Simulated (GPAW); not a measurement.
# W: optical spectrum from first principles

Aim: the dielectric function of W, and the optical constants that follow from it.

Calculated with GPAW 26.7.0; DFT, PBE, plane-wave PAW (GPAW data sets), scalar-relativistic, RPA, optical limit.

## Step 1: The structure

It takes space group Im-3m (No. 229, cubic). Conventional cell: a = 3.165 Å, b = 3.165 Å, c = 3.165 Å, α = 90.00°, β = 90.00°, γ = 90.00°. Nearest to W lie 8 W at 2.74 Å.

As a file:

```cif
data_structure
_symmetry_space_group_name_H-M 'P 1'
_symmetry_Int_Tables_number 1
_cell_length_a 2.7407
_cell_length_b 2.7407
_cell_length_c 2.7407
_cell_angle_alpha 109.471
_cell_angle_beta 109.471
_cell_angle_gamma 109.471
_cell_volume 15.85
loop_
_atom_site_label
_atom_site_type_symbol
_atom_site_fract_x
_atom_site_fract_y
_atom_site_fract_z
_atom_site_occupancy
W1 W 0.00000 0.00000 0.00000 1
```

## Step 2: Ground state

The self-consistent density comes first; it also tells whether there is a gap, which decides the occupations and the need for a Drude term.

This step: DFT, PBE, plane-wave PAW (GPAW data sets), scalar-relativistic, ground state (GPAW 26.7.0).

gs.py reads:

```python
from ase import Atoms
from ase.dft.bandgap import bandgap
from gpaw import GPAW, PW, FermiDirac

atoms = Atoms(['W'],
              cell=[[-1.582345000000, 1.582345000000, 1.582345000000],
                    [1.582345000000, -1.582345000000, 1.582345000000],
                    [1.582345000000, 1.582345000000, -1.582345000000]],
              scaled_positions=[[0.000000000000, 0.000000000000, 0.000000000000]],
              pbc=[True, True, True])
atoms.calc = GPAW(mode=PW(500), xc='PBE', kpts={'size': (10, 10, 10), 'gamma': True},
                  occupations=FermiDirac(0.05), maxiter=150, txt='gs.txt')
print('energy (eV)', atoms.get_potential_energy())
print('Fermi level (eV)', atoms.calc.get_fermi_level())
print('valence electrons', atoms.calc.get_number_of_electrons())
print('gap (eV)', bandgap(atoms.calc, output=None)[0])
print('direct gap (eV)', bandgap(atoms.calc, direct=True, output=None)[0])
atoms.calc.write('gs.gpw')
```

Launch:

```console
> OMP_NUM_THREADS=1 python gs.py
```

Numbers of over 12 decimals in the logs are rounded to 6 here.

What it wrote:

```text
__  _  _
 | _ |_)|_||  |
 |__||  | ||/\| - 26.7.0

Versions:
  Python: 3.12.14
  ASE:    3.29.0
  Numpy:  2.5.5
  Scipy:  1.18.1
  Libxc:  7.0.0

Input parameters:
  mode=PW(ecut=500.0),
  kpts=MonkhorstPack(size=(10, 10, 10), gamma=True),
  maxiter=150,
  occupations=Occupations(name='fermi-dirac', width=0.05, fixmagmom=False),
  xc=XC(name='PBE')

Diagonalizing LCAO Hamiltonian
Converting LCAO to pw mode

       W

Atoms  # Å, Bohr magnetons
|   | symbol |        x |        y |        z |    initial magnetic moments |
| 0 |      W | 0.000000 | 0.000000 | 0.000000 | ( 0.0000,  0.0000,  0.0000) |

Unit cell  # Å
| periodic |         x |         y |         z |  lengths |     angles |
|      yes | -1.582345 |  1.582345 |  1.582345 | 2.740702 | 109.471221 |
|      yes |  1.582345 | -1.582345 |  1.582345 | 2.740702 | 109.471221 |
|      yes |  1.582345 |  1.582345 | -1.582345 | 2.740702 | 109.471221 |

Number of symmetries: 48
Symmetry operations  # r_c * U_cc + t_c -> r_c
|    | kind |            matrix            |
|  0 |  σ   |  1, 1, 1,  0, 0,-1,  0,-1, 0 |
|  1 |  C4  |  1, 1, 1,  0, 0,-1, -1, 0, 0 |
|  2 |  C2  |  1, 1, 1,  0,-1, 0,  0, 0,-1 |
|  3 |  S6  |  1, 1, 1,  0,-1, 0, -1, 0, 0 |
|  4 |  S6  |  1, 1, 1, -1, 0, 0,  0, 0,-1 |
|  5 |  C4  |  1, 1, 1, -1, 0, 0,  0,-1, 0 |
|  6 |  E   |  1, 0, 0,  0, 1, 0,  0, 0, 1 |
|  7 |  σ   |  1, 0, 0,  0, 1, 0, -1,-1,-1 |
|  8 |  σ   |  1, 0, 0,  0, 0, 1,  0, 1, 0 |
|  9 |  C3  |  1, 0, 0,  0, 0, 1, -1,-1,-1 |
| 10 |  C3  |  1, 0, 0, -1,-1,-1,  0, 1, 0 |
| 11 |  σ   |  1, 0, 0, -1,-1,-1,  0, 0, 1 |
| 12 |  σ   |  0, 1, 0,  1, 0, 0,  0, 0, 1 |
| 13 |  C2  |  0, 1, 0,  1, 0, 0, -1,-1,-1 |
| 14 |  C3  |  0, 1, 0,  0, 0, 1,  1, 0, 0 |
| 15 |  S4  |  0, 1, 0,  0, 0, 1, -1,-1,-1 |
| 16 |  S4  |  0, 1, 0, -1,-1,-1,  1, 0, 0 |
| 17 |  C3  |  0, 1, 0, -1,-1,-1,  0, 0, 1 |
| 18 |  C3  |  0, 0, 1,  1, 0, 0,  0, 1, 0 |
| 19 |  S4  |  0, 0, 1,  1, 0, 0, -1,-1,-1 |
| 20 |  σ   |  0, 0, 1,  0, 1, 0,  1, 0, 0 |
| 21 |  C3  |  0, 0, 1,  0, 1, 0, -1,-1,-1 |
| 22 |  C2  |  0, 0, 1, -1,-1,-1,  1, 0, 0 |
| 23 |  S4  |  0, 0, 1, -1,-1,-1,  0, 1, 0 |
| 24 |  C4  |  0, 0,-1,  1, 1, 1,  0,-1, 0 |
| 25 |  σ   |  0, 0,-1,  1, 1, 1, -1, 0, 0 |
| 26 |  S6  |  0, 0,-1,  0,-1, 0,  1, 1, 1 |
| 27 |  C2  |  0, 0,-1,  0,-1, 0, -1, 0, 0 |
| 28 |  C4  |  0, 0,-1, -1, 0, 0,  1, 1, 1 |
| 29 |  S6  |  0, 0,-1, -1, 0, 0,  0,-1, 0 |
| 30 |  S6  |  0,-1, 0,  1, 1, 1,  0, 0,-1 |
| 31 |  C4  |  0,-1, 0,  1, 1, 1, -1, 0, 0 |
| 32 |  C4  |  0,-1, 0,  0, 0,-1,  1, 1, 1 |
| 33 |  S6  |  0,-1, 0,  0, 0,-1, -1, 0, 0 |
| 34 |  σ   |  0,-1, 0, -1, 0, 0,  1, 1, 1 |
| 35 |  C2  |  0,-1, 0, -1, 0, 0,  0, 0,-1 |
| 36 |  C2  | -1, 0, 0,  1, 1, 1,  0, 0,-1 |
| 37 |  S6  | -1, 0, 0,  1, 1, 1,  0,-1, 0 |
| 38 |  S6  | -1, 0, 0,  0, 0,-1,  1, 1, 1 |
| 39 |  C2  | -1, 0, 0,  0, 0,-1,  0,-1, 0 |
| 40 |  C2  | -1, 0, 0,  0,-1, 0,  1, 1, 1 |
| 41 |  i   | -1, 0, 0,  0,-1, 0,  0, 0,-1 |
| 42 |  S4  | -1,-1,-1,  1, 0, 0,  0, 1, 0 |
| 43 |  C3  | -1,-1,-1,  1, 0, 0,  0, 0, 1 |
| 44 |  C3  | -1,-1,-1,  0, 1, 0,  1, 0, 0 |
| 45 |  σ   | -1,-1,-1,  0, 1, 0,  0, 0, 1 |
| 46 |  S4  | -1,-1,-1,  0, 0, 1,  1, 0, 0 |
| 47 |  C2  | -1,-1,-1,  0, 0, 1,  0, 1, 0 |

BZ-sampling:
  Number of BZ points: 1000
  Number of IBZ points: 47

  Monkhorst-Pack size: [10, 10, 10]
  Monkhorst-Pack shift: [0.05, 0.05, 0.05]

K-points  # in reciprocal-cell coordinates
|     |                                coordinates |     weight |
|   0 | (  0.00000000,   0.00000000,   0.00000000) | 0.00100000 |
|   1 | (  0.10000000,   0.00000000,   0.00000000) | 0.01200000 |
|   2 | (  0.10000000,   0.10000000,  -0.10000000) | 0.00600000 |
|   3 | (  0.20000000,   0.00000000,  -0.10000000) | 0.02400000 |
|   4 | (  0.20000000,   0.00000000,   0.00000000) | 0.01200000 |
|   5 | (  0.20000000,   0.10000000,  -0.10000000) | 0.02400000 |
|   6 | (  0.20000000,   0.20000000,  -0.20000000) | 0.00600000 |
|   7 | (  0.30000000,  -0.10000000,  -0.10000000) | 0.00800000 |
|   8 | (  0.30000000,   0.00000000,  -0.10000000) | 0.04800000 |
|   9 | (  0.30000000,   0.00000000,   0.00000000) | 0.01200000 |
| ... |                                            |            |
|  46 | (  0.50000000,   0.50000000,   0.50000000) | 0.00100000 |

Plane wave coefficients: 418
Cutoff: 500.0 eV

Spin-components: 1 (collinear spins)
Bands:           13
Projectors:      6
Spin-degeneracy: 2
Datatype:        complex128

Parallelization:
  kpt:    1
  domain: 1
  band:   1

Density:
  Valence electrons: 14.0
  Components: 1
  Grid points: [15 15 15]
  Charge: 0.0  # |e|

Potential:
  Grid points: [15 15 15]

species:
  W:
    name:    Tungsten
    id:
    Z:       74.0
    valence: 14
    core:    60
    charge:  0.0  # [|e|]
    compensation charges:
      type: gauss
      rc: 0.40  # [Å]
      lmax: 2
    cutoffs:
      filter: 2.36  # [Å]
      core: 3.02  # [Å]
    projectors
    | kind |    occ | energy [eV] | rcut [Å] |
    |   5s |  2.000 |     -78.830 |    1.344 |
    |   6s |  2.000 |      -5.697 |    1.344 |
    |   5p |  6.000 |     -43.233 |    1.355 |
    |   6p |  0.000 |      -1.367 |    1.355 |
    |   5d |  4.000 |      -4.494 |    1.228 |
    |    d |        |      22.717 |    1.228 |

    Using partial waves for W as LCAO basis

Reference energy: -438771.671655  # eV

eigensolver:
  PPCG
  Converge bands: occupied
  niter=2

density mixing:
  MSR1-Mixer
  Pratt-step length: 0.05
  Maximum mixing coefficient: 0.75
  Old densities: 10
  SVD Regularization: 0.005
  Good broyden scale: 1.0
  Trust region scale: 1.0
  Backstep threshold: 4.0
  History deletion threshold: 6.0
  Fourier metric: weight=20.0, sigma=0.015

occupation numbers:
  Fermi-Dirac:
    width: 0.0500  # eV

poisson solver:
  ecut: 4000.0  # eV

xc functional:
  name: PBE with 2 nearest neighbor stencil

convergence criteria:
- Maximum [total energy] change in last 3 cyles: 0.0005 eV / valence electron
- Maximum integral of absolute [dens]ity change: 0.0001 electrons / valence electron
- Maximum integral of absolute [eigenst]ate change: 4e-08 eV^2 / valence electron
maximum number of iterations: 150

SCF iterations
|iter     |      energy | eigst |  dens |
|iter:   1||  -11.795347 | -0.10 |       |
|iter:   2||  -11.757484 | -3.00 | -1.23 |
|iter:   3||  -11.565881 | -1.81 | -1.26 |
|iter:   4||  -11.568578 | -3.46 | -1.94 |
|iter:   5||  -11.569581c| -4.66 | -2.32 |
|iter:   6||  -11.569582c| -6.73 | -3.88 |
|iter:   7||  -11.569582c| -7.81c| -4.24c|

Converged in 7 steps
SCF loop duration: 2.530 s (0.361 s/step)
Energy contributions relative to reference atoms: (reference = -438771.671655)

Energy contributions:
  Kinetic:           7.938911
  Coulomb:          -9.534254
  Zero:             -0.005510
  External:          0.000000
  Xc:               -9.966549
  Entropy:          -0.004359
  Spinorbit:         0.000000
  ----------------------------
  Free energy:     -11.571761
  Extrapolated:    -11.569582

dipole moment: (-5.904538, -5.904538, -5.904538)  # |e|*Ang

Fermi level: 14.771
Eigenvalues  # (at kpt = [0.000, 0.000, 0.000])
| band index |      eig [eV] | occ [0-2] |
|          0 |       -59.357 |     2.000 |
|          1 |       -23.185 |     2.000 |
|          2 |       -23.185 |     2.000 |
|          3 |       -23.185 |     2.000 |
|          4 |         5.047 |     2.000 |
|          5 |        13.395 |     2.000 |
|          6 |        13.395 |     2.000 |
|          7 |        13.395 |     2.000 |
|          8 |        16.866 |     0.000 |
|          9 |        16.866 |     0.000 |
|         10 |        29.420 |     0.000 |
|         11 |        41.426 |     0.000 |
|         12 |        41.426 |     0.000 |

No gap
No difference between direct/indirect transitions

--- standard output ---
energy (eV) -11.569582
Fermi level (eV) 14.771352
valence electrons 14.0
gap (eV) 0.0
direct gap (eV) 0.0
```

Elapsed: 4.7 s, on 1 thread of AMD EPYC 7R13 (Zen 3), shared host; peak memory 0.13 GiB.

Read-outs, printed or worked out from the files:

| Property | Result |
| --- | --- |
| energy | -11.57 eV |
| Fermi energy | 14.77 eV |
| electrons | 14 |

There are states at the Fermi level within the smearing, so the occupations stay smeared and the carriers get a Drude term.

## Step 3: Bands for the response

At the fixed density, many empty bands are solved on the mesh of the response, since the spectrum sums over them.

This step: DFT, PBE, plane-wave PAW (GPAW data sets), scalar-relativistic, bands at fixed density (GPAW 26.7.0).

nscf.py reads:

```python
from ase.dft.bandgap import bandgap
from gpaw import GPAW, FermiDirac

calc = GPAW('gs.gpw').fixed_density(kpts={'size': (22, 22, 22), 'gamma': True}, nbands=24, convergence={'bands': 18},
                                    occupations=FermiDirac(0.05), txt='nscf.txt')
print('gap (eV)', bandgap(calc, output=None)[0])
print('direct gap (eV)', bandgap(calc, direct=True, output=None)[0])
print('top band over the Fermi level (eV)', min(calc.get_eigenvalues(kpt=k)[17] for k in range(len(calc.get_ibz_k_points()))) - calc.get_fermi_level())
calc.write('full.gpw', mode='all')
```

Launch:

```console
> OMP_NUM_THREADS=1 python nscf.py
```

What it wrote:

```text
Diagonalizing LCAO Hamiltonian
Converting LCAO to pw mode
convergence criteria:
- Maximum integral of absolute [eigenst]ate change: 4e-08 eV^2 / valence electron
maximum number of iterations: 150

SCF iterations
|iter     |      energy | eigst |  dens |
|iter:   1||             | +2.76 |       |
|iter:   2||             | +0.37 |       |
|iter:   3||             | -2.26 |       |
|iter:   4||             | -4.38 |       |
|iter:   5||             | -6.76 |       |
|iter:   6||             | -7.94c|       |
SCF steps: 6
  __  _  _
 | _ |_)|_||  |
 |__||  | ||/\| - 26.7.0

Versions:
  Python: 3.12.14
  ASE:    3.29.0
  Numpy:  2.5.5
  Scipy:  1.18.1
  Libxc:  7.0.0

Input parameters:
  mode=PW(ecut=500.0),
  convergence={'bands': 18},
  gpts=array([15, 15, 15]),
  kpts=MonkhorstPack(size=(22, 22, 22), gamma=True),
  maxiter=150,
  nbands=24,
  occupations=Occupations(name='fermi-dirac', width=0.05, fixmagmom=False),
  parallel={},
  xc=XC(name='PBE')

--- standard output ---
gap (eV) 0.0
direct gap (eV) 0.0
top band over the Fermi level (eV) 29.034683
```

Wall time 25 s (1 thread); peak memory 0.2 GiB.

[end of part 1 of 2]

[Machine, clock and banner lines and Python warnings are left out of the logs.]

[Logs are printed without paths, hosts, clocks, repeated set-up lines and the standing remarks that a program may print on its own settings, such as how far it seeks lower states.]

[Hosts, paths, dates, database ids (printed as entryN), source tags and the programs' standing remarks are cut or masked in the printed files.]
